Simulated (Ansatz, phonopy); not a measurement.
# Ir (Iridium, Fm-3m): a volume series of phonon spectra, part 4 of 4

Aim: how the vibrations of Iridium shift with volume, and the expansion that follows.

Ansatz 0.2.0; DFT PBEsol, scalar-relativistic, plane waves, PAW; PAW set soft_1.

So far. Step 13 (Phonons, V/V0 0.97): No mode is imaginary beyond numerical noise at the solved wavevectors. Step 14 (Single point at a scaled cell, V/V0 1.05): The run ends at a pressure of -16.75 GPa.

The database entry behind the starting cell differs from later determinations by our own check (0.1 to 0.3 % short, probably kX units), so it need not match the best structure at ambient conditions.

## 15. Lattice dynamics at this volume, V/V0 1.05

Phonons at this volume give one point of F(V, T); meshes stay fixed along the series.

Contents of input.yaml:

```yaml
crystal:
  lattice:
    - [0.0, 1.9461574497, 1.9461574497]
    - [1.9461574497, 0.0, 1.9461574497]
    - [1.9461574497, 1.9461574497, 0.0]
  atoms:
    - { symbol: Ir, position: [0.0, 0.0, 0.0] }
kpoints:
  mp_grid: { grid: [20, 20, 20] }
hamiltonian:
  xc: pbesol
  pseudopotentials: { kind: paw, azcp: { folder: soft_1 }, xc_functional: pbe }
scf:
  occupations: { method: methfessel_paxton, width: 0.2 }
  lower_state_search: "off"
output:
  eigenvalues: true
phonons:
  method: dfpt
  qmesh: [4, 4, 4]
  temperatures: { t_max: 1000, t_step: 50 }
  qpath:
    path:
      - [[0.0, 0.0, 0.0], [0.5, 0.0, 0.5], [0.625, 0.25, 0.625]]
      - [[0.375, 0.375, 0.75], [0.0, 0.0, 0.0], [0.5, 0.5, 0.5], [0.5, 0.25, 0.75], [0.5, 0.0, 0.5]]
    npoints: 10
```

Run with:

```console
$ ansatz run input.yaml --threads 8 --pin off --max-ram 16384MiB --backend cpu --events-out ev --progress --plain --runs-dir out
```

Numbers of over 12 decimals in the logs are rounded to 6 here.

The log of the run:

```text
[...]
Crystal: 1 atoms, lattice volume = 14.742 Å³
Basis set: ecut = 420 eV, 283 PW (Γ), exchange–correlation on 40×40×40 points (8 copies of the dense FFT grid, shifted against one another)
Bands: 13, of which v1, the nominal top of the filled ones, is band 9 counted from 1 (8 counted from 0)
Symmetry: 48 space group operations
k-points: 256 of 8000
[...]
k-point 255: bands = [... 5 lower, 19.7015, 19.7015, 22.6265, 25.7030, 32.0477, 33.0295, 33.0295, 37.1461]
[...]
ASR residual: 1.440e-4 → 0.000e0 eV/Å²; symmetrization residual: 1.632e-12 eV/Å²
  ASR residual per site (eV/Å²): 1.44e-4
  Γ frequencies (cm⁻¹): 0.00 0.00 0.00
--- Phonons (arbitrary-q DFPT): 8 irreducible q on the 4×4×4 mesh ---
[...]
interpolated dispersion: 62 rows × 3 modes
[...]
[key lines of the parts left out:]
SCF converged after 7 iterations
Free energy (F): -11800.409724 eV
Fermi energy:    24.271408 eV
```

Elapsed: 75 s, on 8 threads of Arm Neoverse V2, shared host; peak memory 3.7 GiB; 8.7 min of CPU time.

No LO-TO term. The phonon branches at the labelled points (cm⁻¹):

```csv
point,branch 1,branch 2,branch 3
Γ,0,0,0
halfway,104,104,166
X,130,130,170
halfway,130,136,165
U,130,147,153
jump to K,130,147,153
halfway,100,104,161
Γ,0,0,0
halfway,80,80,150
L,107,107,175
halfway,124,132,162
W,145,145,147
halfway,133,139,161
X,130,130,170
```

The phonon branches as a text plot (rows in cm⁻¹):

```
    174 |       *****                          *****
    166 |      *     ***     ***              *     **        ***
    159 |               **  *   *            *        **     *
    152 |                 **                *           **  *
    144 |    **          ***     *                      ******
    137 |              **   *                          **   ***
    130 |         *************            *         ***      ***
    122 |   *    *           **   **                ***
    115 |       *              *                   **
    107 |      *                          *     ****
    100 |                       *             **
     92 |                                    *
     85 |  * **                  *  *
     78 |                                   *
     70 |   *                     **     * *
     63 |                         **
     56 |                                 *
     48 |  *                        **
     41 | *                             **
     33 |
     26 | *                          *
     18 |                               *
     11 |
      4 |*                            **
         Γ           X  U|K            Γ         L        W     X
```

No mode is imaginary beyond numerical noise at the solved wavevectors.

## 16. How the modes move with volume

This step: DFT PBEsol, scalar-relativistic, plane waves, PAW; PAW set soft_1 (phonopy 4.10.0).

Numbers from this step:

```
share of modes with a negative Grüneisen parameter : 0
```

Mean Grüneisen, by row:

```csv
T (K),heat-capacity-weighted mean,root mean square
50,2.316,2.339
100,2.406,2.429
200,2.435,2.457
300,2.44,2.463
500,2.443,2.466
800,2.444,2.467
```

Table of mean mode Grueneisen parameter by wavenumber:

```csv
wavenumber (cm⁻¹),mean mode Grueneisen parameter
3.4,-
10.2,-
17.0,1.82
23.8,2.31
30.6,1.51
37.4,2.08
44.2,1.91
51.0,1.94
57.8,2.04
64.6,1.97
71.3,2.09
78.1,1.91
84.9,2.12
91.7,1.98
98.5,2.05
105.3,2.16
112.1,2.06
118.9,2.09
125.7,2.17
132.5,2.22
139.3,2.3
146.1,2.42
152.9,2.55
159.7,2.63
166.5,2.71
173.3,2.62
180.1,2.78
186.9,2.74
193.7,2.72
200.5,2.79
```

Volume series, by row:

```csv
V/V0,V (Å³/atom),pressure (GPa),E - E0 (meV/atom),gap (eV),zero-point energy (meV/atom),lowest on the path (cm⁻¹),highest at Gamma without the LO-TO term (cm⁻¹)
0.97,13.62,12.77,16.35,0,30.08,0,-
0.985,13.83,6.098,3.984,0,29,0,-
1,14.04,0,0,0,27.94,0,-
1.015,14.25,-5.57,3.694,0,26.9,0,-
1.03,14.46,-10.65,14.38,0,25.89,0,-
1.05,14.74,-16.75,38.47,0,24.56,0,-
```

Grüneisen at points, by row:

```csv
point,branch,frequency (cm⁻¹),mode Grüneisen parameter
X,1,148.3,2.52
X,3,197.9,2.92
U,1,146.2,2.25
U,2,170.4,2.8
U,3,179.4,2.99
K,1,146.2,2.25
K,2,170.4,2.8
K,3,179.4,2.99
L,1,117.9,1.95
L,3,203.8,2.93
W,1,166.3,2.36
W,2,168.8,2.93
```

## 17. Free-energy fit

This step gave:

```yaml
volume_expansion_coefficient_at_300_k: 18.49 1e-6/K
isothermal_bulk_modulus_at_300_k: 374.8 GPa
c_p_at_300_k: 24.23 J/mol-atom/K
grueneisen_parameter_at_300_k: 2.469
```

Table of energy (each curve on its own zero) by volume; values in meV/atom:

```csv
volume (Å³/atom),static,F at 0 K,F at 300 K,F at 1300 K
13.619,16.4,19.0,24.0,47.9
13.830,3.98,5.59,8.67,23.5
14.040,0,0.54,1.73,7.23
14.251,3.69,3.2,2.42,-1.53
14.461,14.4,12.9,10.1,-3.51
14.742,38.5,35.6,30.0,3.3
```

Phonopy-qha, vinet fit of F(V) at each temperature; no electronic free energy. Qha vinet, by row:

```csv
T (K),fitted volume (Å³/atom),alpha_V (1e-6/K),B_T (GPa),C_P (J/mol-atom/K),Grueneisen
100,14.08,12.56,383.6,17.12,2.381
150,14.09,15.77,381.5,21.14,2.432
200,14.1,17.21,379.3,22.84,2.451
250,14.11,17.99,377.1,23.71,2.461
300,14.12,18.49,374.8,24.23,2.469
350,14.14,18.85,372.6,24.57,2.475
400,14.15,19.14,370.2,24.82,2.481
450,14.16,19.39,367.9,25.01,2.487
500,14.18,19.61,365.6,25.17,2.493
550,14.19,19.82,363.2,25.3,2.498
600,14.21,20.01,360.9,25.43,2.504
650,14.22,20.21,358.5,25.54,2.51
700,14.24,20.4,356.1,25.64,2.515
750,14.25,20.58,353.6,25.74,2.521
800,14.27,20.77,351.2,25.84,2.527
850,14.28,20.96,348.7,25.94,2.533
900,14.29,21.15,346.3,26.03,2.539
950,14.31,21.34,343.8,26.12,2.545
1000,14.33,21.54,341.3,26.22,2.552
1050,14.34,21.74,338.8,26.31,2.558
1100,14.36,21.94,336.2,26.41,2.564
1150,14.37,22.14,333.6,26.5,2.571
1200,14.39,22.35,331.1,26.6,2.577
1250,14.4,22.57,328.5,26.7,2.584
```

The volume expansion coefficient, phonopy-qha, Vinet by temperature:

```csv
temperature (K),"volume expansion coefficient, phonopy-qha, Vinet (1e-6/K)"
75,9.42
125,14.5
150,15.8
200,17.2
250,18.0
275,18.3
325,18.7
375,19
400,19.1
450,19.4
500,19.6
525,19.7
575,19.9
625,20.1
650,20.2
700,20.4
725,20.5
775,20.7
825,20.9
850,21.0
900,21.1
950,21.3
975,21.4
1025,21.6
1075,21.8
1100,21.9
1150,22.1
1200,22.4
1225,22.5
1275,22.7
```

The fit gives a volume expansion of 18.5 × 10⁻⁶/K at 300 K.

## 18. Results

- volume expansion coefficient at 300 K: 18.49 1e-6/K
- isothermal bulk modulus at 300 K: 374.8 GPa
- C_P at 300 K: 24.23 J/mol-atom/K
- Grüneisen parameter at 300 K: 2.469
- mean mode Grüneisen parameter at 300 K: 2.44

**Reading.** Near room temperature Iridium expands by 18.5 × 10⁻⁶/K in volume by PBEsol, with C_P = 24.2 J/(mol K) per mole of atoms and B_T = 375 GPa. The q-mesh is coarse, and the expansion can converge slowly with it. C_P at room temperature is 97 % of the classical 3R an atom. The fit leaves out the electrons' free energy, which adds to C_P and to the expansion of a metal at high temperature. The heat-capacity-weighted Grüneisen parameter goes from 2.32 at 50 K to 2.44 at 800 K. Weighting γ by the density of states and each mode's heat capacity at 300 K, modes below 70 cm⁻¹ give about 2 % of the sum of γC that drives the expansion, those up to 140 cm⁻¹ 31 % and the rest 67 %. Among the labelled points γ is largest for branch 3 at U (179 cm⁻¹, 3.0) and smallest for branch 1 at L (118 cm⁻¹, 1.9). The PAW files were made for PBE and are used here under another functional, for which the program regenerates the frozen cores.

[Logs are printed without paths, hosts, clocks, repeated set-up lines and the standing remarks that a program may print on its own settings, such as how far it seeks lower states.]

[Hosts, paths, dates, database ids (printed as entryN), source tags and the programs' standing remarks are cut or masked in the printed files.]

[A step with changed settings may run another functional than the one named; its input shows which.]

[Of the runs on displaced cells, only some may be shown.]
